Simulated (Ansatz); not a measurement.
# LaBi (Fm-3m): Grüneisen parameters, part 2 of 2

Does LaBi (Fm-3m) expand much on heating, by its phonons?

Ansatz 0.2.0; DFT PBEsol, scalar-relativistic, plane waves, PAW; PAW set soft_1.

So far, highest frequency on path, mesh or solved points (cm⁻¹): step 2 (response at finite wavevector) 138.

The database entry behind the starting cell differs from other determinations of this structure, so it need not match the best structure at room temperature.

## 4. Phonons at the other volume, volume ratio 0.97

The phonons are repeated at this volume on the same meshes, so that differences come from the volume alone.

Contents of input.yaml:

```yaml
crystal:
  lattice:
    - [0.0, 3.2454004348, 3.2454004348]
    - [3.2454004348, 0.0, 3.2454004348]
    - [3.2454004348, 3.2454004348, 0.0]
  atoms:
    - { symbol: La, position: [0.0, 0.0, 0.0] }
    - { symbol: Bi, position: [0.5, 0.5, 0.5] }
kpoints:
  mp_grid: { grid: [12, 12, 12] }
hamiltonian:
  xc: pbesol
  pseudopotentials: { kind: paw, azcp: { folder: soft_1 }, xc_functional: pbe }
scf:
  occupations: { method: methfessel_paxton, width: 0.2 }
output:
  eigenvalues: true
phonons:
  method: dfpt
  qmesh: [4, 4, 4]
  temperatures: { t_max: 1000, t_step: 50 }
  qpath:
    path:
      - [[0.0, 0.0, 0.0], [0.5, 0.0, 0.5], [0.625, 0.25, 0.625]]
      - [[0.375, 0.375, 0.75], [0.0, 0.0, 0.0], [0.5, 0.5, 0.5], [0.5, 0.25, 0.75], [0.5, 0.0, 0.5]]
    npoints: 10
```

Command:

```sh
> ansatz run input.yaml --threads 4 --pin off --max-ram 10240MiB --backend cpu --events-out ev --progress --plain --runs-dir out
```

Standard output:

```text
[...]
Crystal: 2 atoms, lattice volume = 68.365 Å³
Basis set: ecut = 420 eV, 1363 PW (Γ), exchange–correlation on 64×64×64 points (8 copies of the dense FFT grid, shifted against one another)
Bands: 17, of which v1, the nominal top of the filled ones, is band 13 counted from 1 (12 counted from 0)
Symmetry: 48 space group operations
k-points: 72 of 1728
[...]
SCF iter   1: F=—  HF=-18408.485529 eV  |F-HF|=—  |Δ(HF+E_count)|=         —  Δρ=3.26e-2  dr2=1.42e0  ethr=3.10e-3  ⟨swp⟩=5.0  Hψ=10764  notcnv=0
[...]
SCF iter   9: F=-18408.047580 eV  HF=-18408.047580 eV  |F-HF|=7.28e-12  |Δ(HF+E_count)|=  4.37e-11  S|Δr|=    0.00e0  Δρ=3.14e-8  dr2=5.40e-13  ethr=1.00e-12  ⟨swp⟩=11.6  Hψ=7753  notcnv=0
SCF 1 converged in 9 iterations: F = -18408.047580 eV  dr2 = 5.40e-13
[...]
SCF iter   6: F=-18408.047580 eV  HF=-18408.047580 eV  |F-HF|=1.46e-11  |Δ(HF+E_count)|=  3.64e-12  S|Δr|=    0.00e0  Δρ=1.15e-7  dr2=6.19e-12  ethr=1.00e-12  ⟨swp⟩=2.0  Hψ=2190  notcnv=0
SCF 2 converged in 6 iterations: F = -18408.047580 eV  dr2 = 6.19e-12
[...]
NSCF: frozen V_eff on 72 k-points
[...]
SCF converged after 9 iterations
[...]
Free energy (F): -18408.047580 eV
[...]
Internal energy: -18408.048840 eV  (E = F + TS)
E sigma→0 (E₀):  -18408.047895 eV
Entropy (-TS):   0.001260 eV (0.630 meV/atom)
Fermi energy:    10.580596 eV
[...]
--- Band table (eV; the first three rows and the last of 72) ---
  k-point 0: bands = [... 9 lower, -0.0268, 10.8341, 10.8341, 10.8341, 11.7741, 11.7741, 11.7741, 12.3768, ... 4 higher]
  k-point 1: bands = [... 9 lower, 0.0466, 10.3308, 10.5685, 10.5685, 11.7987, 11.8609, 11.8609, 12.4654, ... 4 higher]
  k-point 2: bands = [... 9 lower, 0.2492, 9.4185, 10.0552, 10.0552, 11.7973, 12.0488, 12.0488, 12.6019, ... 4 higher]
  k-point 71: bands = [... 9 lower, 0.6957, 8.7238, 9.0882, 9.0882, 12.2017, 12.2017, 12.6146, 12.6146, ... 4 higher]
[...]
ASR residual: 5.866e-6 → 0.000e0 eV/Å²; symmetrization residual: 8.097e-7 eV/Å²
  ASR residual per site (eV/Å²): 1.57e-6 5.87e-6
  Γ frequencies (cm⁻¹): 0.00 0.00 0.00 115.95 115.95 115.95
--- Phonons (arbitrary-q DFPT): 8 irreducible q on the 4×4×4 mesh ---
[...]
interpolated dispersion: 62 rows × 6 modes
[...]
```

Run time: 7.5 min. Hardware: 4 threads of Arm Neoverse V2, shared host; peak memory 5.5 GiB.

Numbers from this step:

```yaml
sum_rule_residual_before_enforcement: 5.87e-6 eV/Å²
highest_frequency_on_path_mesh_or_solved_points: 143.6 cm⁻¹
mean_frequency: 93.3 cm⁻¹
debye_temperature_second_moment: 183 K
logarithmic_mean_frequency: 87 cm⁻¹
highest_optical_mode_at_the_zone_centre_no_lo_to_term: 116.0 cm⁻¹
lowest_optical_zone_centre_mode: 116.0 cm⁻¹
lowest_mode_on_the_q_mesh_acoustic_modes_at_gamma_apart: 31.45 cm⁻¹
zero_point_energy_per_atom: 17.35 meV
heat_capacity_at_300_k: 24.49 J/(mol atoms K)
vibrational_entropy_at_300_k: 46.98 J/(mol atoms K)
```

Frequencies (cm⁻¹) solved at each irreducible wavevector; negative means imaginary. Frequencies by wavevector, by row:

| q in reciprocal lattice units | star | mode 1 | mode 2 | mode 3 | mode 4 | mode 5 | mode 6 |
| --- | --- | --- | --- | --- | --- | --- | --- |
| 0 0 0 | 1 | 0 | 0 | 0 | 116 | 116 | 116 |
| 0 0 0.25 | 8 | 51.6 | 51.6 | 64.8 | 113.2 | 113.2 | 139.3 |
| 0 0 -0.5 | 4 | 83.9 | 83.9 | 95.3 | 99 | 99 | 141.5 |
| 0 0.25 0.25 | 6 | 31.4 | 31.4 | 87 | 117.4 | 119.9 | 119.9 |
| 0 0.25 -0.5 | 24 | 63.5 | 69.6 | 74.3 | 113.9 | 120.5 | 133.4 |
| 0 0.25 -0.25 | 12 | 43.1 | 82.7 | 92.2 | 102.2 | 125.7 | 129.5 |
| 0 -0.5 -0.5 | 3 | 47.1 | 47.1 | 59.3 | 119.1 | 119.1 | 130.4 |
| 0.25 -0.5 -0.25 | 6 | 53.3 | 53.3 | 89.1 | 118.5 | 128.2 | 128.2 |

The highest optical mode at the zone centre (no LO-TO term) is 116.0 cm⁻¹, +6.9 cm⁻¹ against the base run.

## 5. Relaxing at another volume, volume ratio 1.03

The volume is scaled by 1.03 and held; symmetry leaves nothing to relax, so this is a single point. The modes can then be followed against volume.

input.yaml, the sections that differ from step 4:

```yaml
crystal:
  lattice:
    - [0.0, 3.3109817491, 3.3109817491]
    - [3.3109817491, 0.0, 3.3109817491]
    - [3.3109817491, 3.3109817491, 0.0]
  atoms:
    - { symbol: La, position: [0.0, 0.0, 0.0] }
    - { symbol: Bi, position: [0.5, 0.5, 0.5] }
output:
  forces: true
  stress: true
  eigenvalues: true
# kpoints, hamiltonian, scf: as in step 4
# phonons: removed
```

Standard output:

```text
[...]
Crystal: 2 atoms, lattice volume = 72.594 Å³
Basis set: ecut = 420 eV, 1411 PW (Γ), exchange–correlation on 64×64×64 points (8 copies of the dense FFT grid, shifted against one another)
Bands: 17, of which v1, the nominal top of the filled ones, is band 13 counted from 1 (12 counted from 0)
Symmetry: 48 space group operations
[...]
k-points: 72 of 1728
[...]
--- Band table (eV; the first three rows and the last of 72) ---
  k-point 0: bands = [... 9 lower, -0.6512, 10.0111, 10.0111, 10.0111, 10.9878, 10.9878, 10.9878, 11.4499]
  k-point 1: bands = [... 9 lower, -0.5902, 9.5301, 9.7712, 9.7712, 10.9917, 11.0627, 11.0627, 11.5286]
  k-point 2: bands = [... 9 lower, -0.4209, 8.6594, 9.2983, 9.2983, 10.9768, 11.2247, 11.2247, 11.6418]
  k-point 71: bands = [... 9 lower, -0.0130, 8.0248, 8.3286, 8.3286, 11.3094, 11.3094, 11.6433, 11.6433]
[key lines of the parts left out:]
SCF converged after 8 iterations
Free energy (F): -18408.048739 eV
Fermi energy:    9.810634 eV
P = ⅓ Tr σ = -1.4570 GPa (-14.570 kbar)
```

Wall time 1.6 s (4 threads); peak memory 0.41 GiB.

Numbers from this step:

- pressure: -1.457 GPa
- volume per atom: 36.30 Å³

The run ends at a pressure of -1.46 GPa.

## 6. Phonons at the other volume, volume ratio 1.03

The phonons are repeated at this volume on the same meshes, so that differences come from the volume alone.

Changes to input.yaml since step 5:

```diff
@@ -16,4 +16,11 @@
 output:
-  forces: true
-  stress: true
   eigenvalues: true
+phonons:
+  method: dfpt
+  qmesh: [4, 4, 4]
+  temperatures: { t_max: 1000, t_step: 50 }
+  qpath:
+    path:
+      - [[0.0, 0.0, 0.0], [0.5, 0.0, 0.5], [0.625, 0.25, 0.625]]
+      - [[0.375, 0.375, 0.75], [0.0, 0.0, 0.0], [0.5, 0.5, 0.5], [0.5, 0.25, 0.75], [0.5, 0.0, 0.5]]
+    npoints: 10
```

Standard output:

```text
[...]
Crystal: 2 atoms, lattice volume = 72.594 Å³
Basis set: ecut = 420 eV, 1411 PW (Γ), exchange–correlation on 64×64×64 points (8 copies of the dense FFT grid, shifted against one another)
Bands: 17, of which v1, the nominal top of the filled ones, is band 13 counted from 1 (12 counted from 0)
Symmetry: 48 space group operations
k-points: 72 of 1728
[...]
k-point 71: bands = [... 9 lower, -0.0130, 8.0248, 8.3286, 8.3286, 11.3096, 11.3096, 11.6435, 11.6435, ... 4 higher]
[...]
ASR residual: 6.796e-5 → 0.000e0 eV/Å²; symmetrization residual: 5.962e-7 eV/Å²
  ASR residual per site (eV/Å²): 6.80e-5 2.72e-5
  Γ frequencies (cm⁻¹): 0.00 0.00 0.00 102.47 102.47 102.47
--- Phonons (arbitrary-q DFPT): 8 irreducible q on the 4×4×4 mesh ---
[...]
interpolated dispersion: 62 rows × 6 modes
[...]
[key lines of the parts left out:]
SCF converged after 10 iterations
Free energy (F): -18408.048739 eV
Fermi energy:    9.810663 eV
```

It took 8.2 min on 4 threads; peak memory 5.7 GiB; 32 min of CPU time.

This step gave:

```
sum-rule residual before enforcement                    : 6.80e-5 eV/Å²
highest frequency on path, mesh or solved points        : 133.7 cm⁻¹
mean frequency                                          : 84.4 cm⁻¹
Debye temperature (second moment)                       : 164 K
logarithmic mean frequency                              : 79.6 cm⁻¹
highest optical mode at the zone centre (no LO-TO term) : 102.5 cm⁻¹
lowest optical zone-centre mode                         : 102.5 cm⁻¹
lowest mode on the q mesh (acoustic modes at Γ apart)   : 31.92 cm⁻¹
zero-point energy per atom                              : 15.7 meV
heat capacity at 300 K                                  : 24.57 J/(mol atoms K)
vibrational entropy at 300 K                            : 49.16 J/(mol atoms K)
```

The highest optical mode at the zone centre (no LO-TO term) is 102.5 cm⁻¹, -6.6 cm⁻¹ against the base run.

## 7. Grüneisen parameters

The Grüneisen parameter of a mode is minus the logarithmic change of its frequency with volume, −d ln ω / d ln V; weighted by heat capacity it gives the expansion.

This step gave:

- bulk modulus: 52.8 GPa

The phonon branches at the labelled points (cm⁻¹):

| point | branch 1 | branch 2 | branch 3 | branch 4 | branch 5 | branch 6 |
| --- | --- | --- | --- | --- | --- | --- |
| Γ | 0 | 0 | 0 | 109 | 109 | 109 |
| halfway | 32 | 32 | 82 | 112 | 112 | 112 |
| X | 47 | 47 | 60 | 111 | 111 | 122 |
| halfway | 52 | 55 | 59 | 110 | 116 | 121 |
| U | 56 | 64 | 71 | 107 | 120 | 123 |
| jump to K | 56 | 64 | 71 | 107 | 120 | 123 |
| halfway | 36 | 64 | 76 | 101 | 116 | 127 |
| Γ | 0 | 0 | 0 | 109 | 109 | 109 |
| halfway | 49 | 49 | 62 | 106 | 106 | 134 |
| L | 80 | 80 | 92 | 92 | 92 | 136 |
| halfway | 67 | 68 | 84 | 101 | 112 | 129 |
| W | 54 | 54 | 85 | 112 | 120 | 120 |
| halfway | 50 | 58 | 67 | 113 | 115 | 121 |
| X | 47 | 47 | 60 | 111 | 111 | 122 |

The same for volume x 0.97:

| point | branch 1 | branch 2 | branch 3 | branch 4 | branch 5 | branch 6 |
| --- | --- | --- | --- | --- | --- | --- |
| Γ | 0 | 0 | 0 | 116 | 116 | 116 |
| X | 47 | 47 | 59 | 119 | 119 | 130 |
| U | 56 | 67 | 73 | 114 | 129 | 130 |
| K | 56 | 67 | 73 | 114 | 129 | 130 |
| Γ | 0 | 0 | 0 | 116 | 116 | 116 |
| L | 84 | 84 | 95 | 99 | 99 | 142 |
| W | 53 | 53 | 89 | 118 | 128 | 128 |
| X | 47 | 47 | 59 | 119 | 119 | 130 |

The same for volume x 1.03:

| point | branch 1 | branch 2 | branch 3 | branch 4 | branch 5 | branch 6 |
| --- | --- | --- | --- | --- | --- | --- |
| Γ | 0 | 0 | 0 | 102 | 102 | 102 |
| X | 47 | 47 | 60 | 104 | 104 | 113 |
| U | 56 | 62 | 70 | 100 | 112 | 116 |
| K | 56 | 62 | 70 | 100 | 112 | 116 |
| Γ | 0 | 0 | 0 | 102 | 102 | 102 |
| L | 76 | 76 | 86 | 86 | 88 | 131 |
| W | 54 | 54 | 81 | 106 | 112 | 112 |
| X | 47 | 47 | 60 | 104 | 104 | 113 |

The first set of phonon branches as a text plot (rows in cm⁻¹):

```
    141 |                                     **
    135 |                                   **  *****
    129 |                       **         *         ***
    123 |           ************  **      *             *********
    117 |   ***   **   **   ******  *    *             *** ****
    111 |*****************        **********         **  ********
    105 |                 **     ****       ***     *  **
     99 |                   *  **              *  *****
     93 |                    **                 ****
     87 |       *           ****               *  **********
     81 |      * *         ****               *  ***
     75 |                  *   **               *  ***      **
     69 |    **   **     **                  * *     **
     63 |           *   ***     **          * *        **     *
     57 |   *        ******                  *          ** ******
     51 |             **   **    ***       **             *******
     45 |         *****      **                                **
     39 |  *    **             ** ***     **
     33 |      *                 *        *
     27 |    **                   ***    *
     21 | * *                        *   *
     15 |  *                        **  *
      9 | *                          *  *
      3 |*                            **
         Γ           X  U|K            Γ         L        W     X
```

Mode Grueneisen parameter -dln(w)/dln(V), modes matched by rank; at Γ the acoustic branches take the value of a neighbouring point of the path. The mode Grüneisen parameters at the labelled points ():

| point | branch 1 | branch 2 | branch 3 | branch 4 | branch 5 | branch 6 |
| --- | --- | --- | --- | --- | --- | --- |
| Γ | -0.19 | -0.19 | 2.11 | 2.05 | 2.05 | 2.05 |
| halfway | -0.26 | -0.26 | 1.91 | 1.78 | 2.13 | 1.77 |
| X | 0.18 | 0.18 | -0.17 | 2.34 | 2.34 | 2.36 |
| halfway | 0.54 | 0.48 | -0.14 | 2.31 | 2.19 | 2.35 |
| U | -0.15 | 1.09 | 0.89 | 2.28 | 2.32 | 1.91 |
| jump to K | -0.15 | 1.09 | 0.89 | 2.28 | 2.32 | 1.91 |
| halfway | -0.37 | 2.23 | 1.58 | 2.01 | 2.06 | 1.27 |
| Γ | -0.18 | 2.27 | 1.43 | 2.05 | 2.05 | 2.05 |
| halfway | 1.88 | 1.88 | 1.23 | 2.05 | 2.05 | 1.24 |
| L | 1.69 | 1.69 | 1.65 | 2.29 | 1.87 | 1.30 |
| halfway | 0.88 | 1.00 | 1.52 | 2.22 | 2.18 | 1.68 |
| W | -0.16 | -0.16 | 1.51 | 1.83 | 2.28 | 2.28 |
| halfway | -0.03 | -0.14 | 1.10 | 2.09 | 2.27 | 2.35 |
| X | 0.18 | 0.18 | -0.17 | 2.34 | 2.34 | 2.36 |

The mode Grüneisen parameters as a text plot (rows in , shown from -0.3 to 2.4 only):

```
   2.30 |        ************    *******         *****   ********
   2.19 |       **     *     ** *               *     ****  * *
   2.08 |*******        *      *****************    **  *
   1.97 | **             *     *******  *          *    *   **
   1.86 |      **         *             ******** **      ***
   1.75 |  *   *           * **          *      *      *
   1.64 |                   *       *            **   *
   1.53 |   *                ********     *        ********
   1.42 |    **             *     ** ***            *      *
   1.31 |       *          * *****         *  ******        *
   1.20 |                   *           *  ******    *       *
   1.09 |                 **             **          *
   0.98 |                *                            *       *
   0.87 |                 *                           *
   0.76 |        *       *
   0.65 |               *                              *
   0.54 |              *
   0.43 |         **   *                                *      *
   0.32 |                                               *
   0.21 |            **                                         *
   0.10 |         ***                                          **
  -0.01 |        *  *   *                                     *
  -0.12 |            * * ***                             ******
  -0.23 |********     *     *     ******                       **
         Γ           X  U|K            Γ         L        W     X
```

(dS/dlnV)/C_V. Table of thermodynamic Grueneisen parameter by temperature:

| temperature (K) | thermodynamic Grueneisen parameter |
| --- | --- |
| 50 | 1.33 |
| 100 | 1.45 |
| 150 | 1.47 |
| 200 | 1.48 |
| 250 | 1.48 |
| 300 | 1.48 |
| 350 | 1.48 |
| 400 | 1.49 |
| 450 | 1.49 |
| 500 | 1.49 |
| 550 | 1.49 |
| 600 | 1.49 |
| 650 | 1.49 |
| 700 | 1.49 |
| 750 | 1.49 |
| 800 | 1.49 |
| 850 | 1.49 |
| 900 | 1.49 |
| 950 | 1.49 |
| 1000 | 1.49 |

Gamma C_V/(B V) at the static volume. Table of volume expansion by temperature:

| temperature (K) | volume expansion (1e-6/K) |
| --- | --- |
| 50 | 17.7 |
| 100 | 27.9 |
| 150 | 30.6 |
| 200 | 31.7 |
| 250 | 32.2 |
| 300 | 32.5 |
| 350 | 32.6 |
| 400 | 32.7 |
| 450 | 32.8 |
| 500 | 32.9 |
| 550 | 32.9 |
| 600 | 32.9 |
| 650 | 33.0 |
| 700 | 33 |
| 750 | 33 |
| 800 | 33.0 |
| 850 | 33.0 |
| 900 | 33.0 |
| 950 | 33.0 |
| 1000 | 33.0 |

## 8. What came out

- bulk modulus: 52.8 GPa
- thermodynamic Grüneisen parameter at 300 K: 1.483
- volume expansion at 300 K, estimated: 32.46 × 10⁻⁶ K⁻¹

What this shows: By this estimate the volume grows by 32.5 × 10⁻⁶ per kelvin at 300 K. The highest optical mode at Γ goes from 116 to 102 cm⁻¹ as the cell grows, a Grüneisen parameter of 2.06. Mode parameters on the path run from -0.37 to 2.4, with a median of 1.8. Modes with negative values stiffen as the cell grows and pull against the expansion. Branches are matched by rank, so values near crossings are rough. The expansion is the Grüneisen estimate at the static volume, with the static bulk modulus. With no gap, or one that is small against the smearing, the frequencies hang on the k mesh and the smearing, most of all near Kohn anomalies. Spin-orbit coupling is left out, which can matter for the heavy elements here. The PAW files were made for PBE and serve the other functionals too. A phonon run warned that its eigensolver left some bands unconverged in a pass.

[Long decimals in the printed logs are rounded to 6 places.]

[Logs are printed without paths, hosts, clocks, repeated set-up lines and the standing remarks that a program may print on its own settings, such as how far it seeks lower states.]

[Hosts, paths, dates, database ids (printed as entryN), source tags and the programs' standing remarks are cut or masked in the printed files.]

[Where the starting crystal was built by hand or by swapping elements, it need not be the compound's stable phase.]
